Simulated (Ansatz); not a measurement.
# Which magnetic ion is it?

A crystal has the composition Lu2MSe4, where M is a 3d element. A calculation (PBE+U, spin-orbit coupling in second variation, Ansatz) gives:

| Quantity | Value |
| --- | --- |
| S | 5/2 |
| g, averaged over the cell's ions | 2.0027 (isotropic) |
| moment in its sphere | 4.43 μB |

Q: Name the magnetic ion and its oxidation state.

The crystal is Lu2MnSe4, space group Fd-3m. The spin sits on Mn, with 4 Se at 2.56 Å round it. With the usual charges of the other elements M must be +2. The high-spin ion of that charge with S = 5/2 in this row is Mn²⁺ high-spin d⁵. Low-spin ions are left aside. The shift from the free-electron value is small, as for a half-filled shell without orbital momentum.

[Hosts, paths, dates, database ids (printed as entryN), source tags and the programs' standing remarks are cut or masked in the printed files.]
